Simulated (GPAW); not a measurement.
# The basis that the transmission of a Mo chain with one Si atom in line needs, part 2 of 2

Aim: T(E), conductance and thermopower of a Mo chain with one Si atom in line, and what cheaper settings cost in accuracy.

GPAW 26.7.0; GPAW LCAO, PAW setups; Landauer transmission from Green's functions with principal layers (ASE), zero bias.

So far, transmission at the Fermi level (one spin): step 2 (double-zeta polarised basis, PBE, GPAW) 2.84; step 3 (basis szp(dzp), PBE, GPAW) 2.82; step 4 (basis sz(dzp), PBE, GPAW) 2.78; step 5 (revPBE) 2.84.

### Step 8. Mixing 0.15

Mixing changes the road to self-consistency, not its end. The mixing history changes the road to self-consistency, not its end.

This step: GPAW LCAO, PAW setups; Landauer transmission from Green's functions with principal layers (ASE), zero bias (GPAW 26.7.0).

run.py

```python
import json
import numpy as np
from ase import Atoms
from ase.transport.calculators import TransportCalculator
from gpaw import GPAW, FermiDirac
from gpaw.lcao.tools import get_lcao_hamiltonian
from scipy.linalg import eigh

# The junction with lead layers at both ends, along the third cell vector
device = Atoms(
    ['Mo', 'Mo', 'Mo', 'Mo', 'Mo', 'Mo', 'Mo', 'Si', 'Mo', 'Mo', 'Mo', 'Mo', 'Mo', 'Mo', 'Mo'],
    positions=[
        [4.50000, 4.50000, 1.12500],
        [4.50000, 4.50000, 3.37500],
        [4.50000, 4.50000, 5.62500],
        [4.50000, 4.50000, 7.87500],
        [4.50000, 4.50000, 10.12500],
        [4.50000, 4.50000, 12.37500],
        [4.50000, 4.50000, 14.62500],
        [4.50000, 4.50000, 16.82660],
        [4.50000, 4.50000, 19.02820],
        [4.50000, 4.50000, 21.27820],
        [4.50000, 4.50000, 23.52820],
        [4.50000, 4.50000, 25.77820],
        [4.50000, 4.50000, 28.02820],
        [4.50000, 4.50000, 30.27820],
        [4.50000, 4.50000, 32.52820]],
    cell=[[9.0, 0.0, 0.0], [0.0, 9.0, 0.0], [0.0, 0.0, 33.6532]],
    pbc=True)

# One principal layer of the lead: the first 5 atoms of the device
lead = Atoms(
    ['Mo', 'Mo', 'Mo', 'Mo', 'Mo'],
    positions=[
        [4.50000, 4.50000, 1.12500],
        [4.50000, 4.50000, 3.37500],
        [4.50000, 4.50000, 5.62500],
        [4.50000, 4.50000, 7.87500],
        [4.50000, 4.50000, 10.12500]],
    cell=[[9.0, 0.0, 0.0], [0.0, 9.0, 0.0], [0.0, 0.0, 11.25]],
    pbc=True)

settings = dict(mode='lcao', basis='dzp', xc='PBE', h=0.2,
                occupations=FermiDirac(0.1), maxiter=250,
                mixer=dict(beta=0.15, nmaxold=12, weight=100.0),
                convergence=dict(density=0.0001))
energies = np.arange(-2, 2 + 1e-9, 0.05)
eta = 0.0001
n1, n2 = 1, 1
# k and -k transmit alike, so half of the mesh across the current serves
mesh = [(i, j) for i in range(n1) for j in range(n2) if (i, j) <= (-i % n1, -j % n2)]
weights = np.array([1 if (i, j) == (-i % n1, -j % n2) else 2 for i, j in mesh]) / (n1 * n2)

# [... helper functions left out ...]
fermi_lead = ground_state(lead, (1, 1, 10), 'lead.txt')
fermi_device = ground_state(device, (1, 1, 3), 'device.txt')
# [... loop over the mesh left out, but for ...]
        # Shift the lead onto the potential of the device's first layer
        shift = ((H[:, 0, 0] - H0[:, 0, 0]) / S0[0, 0]).real.mean()
# [...]
kT = 8.617333e-5 * 300
bias = [0.1, 0.2, 0.5, 1.0, 1.5, 2.0]
# [... integrals and printing left out ...]
```

Command:

```
OMP_NUM_THREADS=1 OPENBLAS_NUM_THREADS=1 python run.py
```

Log:

```text
basis functions: device 419, principal layer 145
Fermi level: lead -2.7417 eV, device -2.7905 eV; lead shifted by -0.0032 eV
largest coupling past the next layer 2.80e-05 eV, largest misfit of the first layer 0.048 eV
  E-E_F (eV)   T (one spin)  [channel counts left out]
    -2.000    1.6194e+00
    -1.950    1.6483e+00
    -1.900    1.6777e+00
    -1.850    1.7080e+00
    -1.800    1.7393e+00
    -1.750    1.7721e+00
    -1.700    1.8034e+00
    -1.650    1.8417e+00
    -1.600    1.8795e+00
    -1.550    1.9190e+00
    -1.500    1.9675e+00
    -1.450    1.9963e+00
    -1.400    2.0371e+00
    -1.350    2.0790e+00
    -1.300    2.1219e+00
    -1.250    2.1653e+00
[...]
1.650    2.0822e+00
     1.700    1.9811e+00
     1.750    1.8635e+00
     1.800    1.7227e+00
     1.850    1.5499e+00
     1.900    1.3343e+00
     1.950    1.0638e+00
     2.000    7.5574e-01
conductance at 300 K: 2.8424 G0 a cell; thermopower -0.5589 uV/K
current from the zero-bias T(E) at 0.1 V: 22.021 uA
current from the zero-bias T(E) at 0.2 V: 44.028 uA
current from the zero-bias T(E) at 0.5 V: 109.83 uA
current from the zero-bias T(E) at 1.0 V: 218.15 uA
current from the zero-bias T(E) at 1.5 V: 323.85 uA
current from the zero-bias T(E) at 2.0 V: 425.67 uA
```

Wall time 3.3 min (1 thread of Arm Neoverse V2, shared host); peak memory 1.5 GiB.

Numbers from this step:

| Property | Result |
| --- | --- |
| conductance | 2.842 G₀ |
| largest coupling past the next principal layer | 2.80e-5 eV |
| largest misfit of the first principal layer | 0.04819 eV |
| shift that aligns the lead | -0.003246 eV |
| transmission at the Fermi level (one spin) | 2.843 |

One spin. Table of transmission, zone mean by energy, zero at the Fermi level:

```tsv
energy (eV)	transmission, zone mean
-2.00	1.62
-1.85	1.71
-1.70	1.80
-1.60	1.88
-1.45	2.00
-1.30	2.12
-1.15	2.25
-1.05	2.33
-0.90	2.44
-0.75	2.54
-0.60	2.62
-0.50	2.66
-0.35	2.73
-0.20	2.79
-0.05	2.83
0.00	2.84
0.05	2.85
0.20	2.87
0.35	2.88
0.50	2.87
0.60	2.86
0.75	2.83
0.90	2.79
1.05	2.73
1.15	2.67
1.30	2.55
1.45	2.39
1.60	2.17
1.70	1.98
1.85	1.55
2.00	0.756
```

Not self-consistent under bias; the bias window is split evenly. Table of current through one cell, from the zero-bias transmission by bias:

```tsv
bias (V)	current through one cell, from the zero-bias transmission (μA)
0.100	22.0
0.200	44.0
0.500	110
1.000	218
1.500	324
2.000	426
```

Transmission of the three most open eigenchannels against energy, zero at the Fermi level:

```tsv
energy (eV)	channel 1	channel 2	channel 3
-2.00	0.999	0.310	0.310
-1.85	0.999	0.354	0.354
-1.70	0.999	0.402	0.402
-1.60	0.999	0.440	0.440
-1.45	0.992	0.502	0.502
-1.30	0.979	0.570	0.570
-1.15	0.968	0.641	0.641
-1.05	0.959	0.686	0.686
-0.90	0.944	0.748	0.748
-0.75	0.927	0.802	0.802
-0.60	0.913	0.847	0.847
-0.50	0.905	0.873	0.873
-0.35	0.908	0.908	0.895
-0.20	0.939	0.939	0.887
-0.05	0.964	0.964	0.879
0.00	0.971	0.971	0.876
0.05	0.977	0.977	0.874
0.20	0.992	0.992	0.865
0.35	0.998	0.998	0.857
0.50	0.998	0.998	0.850
0.60	0.995	0.995	0.845
0.75	0.985	0.985	0.839
0.90	0.968	0.968	0.832
1.05	0.942	0.942	0.824
1.15	0.917	0.917	0.818
1.30	0.863	0.863	0.807
1.45	0.794	0.788	0.788
1.60	0.779	0.687	0.687
1.70	0.769	0.597	0.597
1.85	0.754	0.389	0.389
2.00	0.738	0.0182	2.5e-7
```

The conductance equals that of the dzp run to 0.2 %.

### Step 9. Another change of settings

A last run, with other settings again.

run.py: that of step 8 with these lines changed.

```diff
@@ -42,5 +42,5 @@
 
-settings = dict(mode='lcao', basis='dzp', xc='PBE', h=0.2,
-                occupations=FermiDirac(0.1), maxiter=250,
-                mixer=dict(beta=0.15, nmaxold=12, weight=100.0),
+settings = dict(mode='lcao', basis='DZP', xc='PBE', h=0.2,
+                occupations=FermiDirac(0.1), maxiter=100,
+                mixer=dict(beta=0.1, nmaxold=8, weight=100.0),
                 convergence=dict(density=0.0001))
```

Log:

```text
FileNotFoundError: Could not find required basis set file "Mo.DZP.basis".
```

The job ended after 0.74 s (1 thread; peak memory 0.1 GiB).

The program refused the input before any cycle.

The program's message: “FileNotFoundError: Could not find required basis set file "Mo.DZP.basis".”

The change that led to it: basis = "DZP".

### Step 10. Outcome

* conductance: 2.84 G₀
* transmission at the Fermi level, mean of the spins: 2.84
* thermopower: about 0 (under 1.5 μV/K)

In the dzp basis the junction conducts 2.84 G₀ at 300 K, with T = 2.84 a spin at the Fermi level; the sz basis reaches that conductance within 10 %. At the Fermi level the three most open eigenchannels pass 0.97, 0.97 and 0.88. Measured against the first run (dzp), the nearest curve is that of dzp-revPBE (r.m.s. 0.032) and the farthest that of sz (0.23). Over the compared runs wall time goes from 85 s (sz) to 203 s (dzp-revPBE), on a shared host. The geometry was built from estimated bond lengths and not relaxed, so the numbers describe this model structure. The run had no spin polarisation, so a magnetic state, which chains and small molecules with open shells often have, wasn't tested. An evenly spaced straight chain is an idealisation: free chains tend to dimerise, zigzag or, where a band edge lies near the Fermi level, turn magnetic. The currents use the zero-bias T(E) throughout, which holds only while the bias is small against the distance to the nearest feature. The energy step is wider than the thermal energy, so the conductance and thermopower rest on interpolation of T(E).

[Logs are printed without paths, hosts, clocks, repeated set-up lines and the standing remarks that a program may print on its own settings, such as how far it seeks lower states.]

[Hosts, paths, dates, database ids (printed as entryN), source tags and the programs' standing remarks are cut or masked in the printed files.]
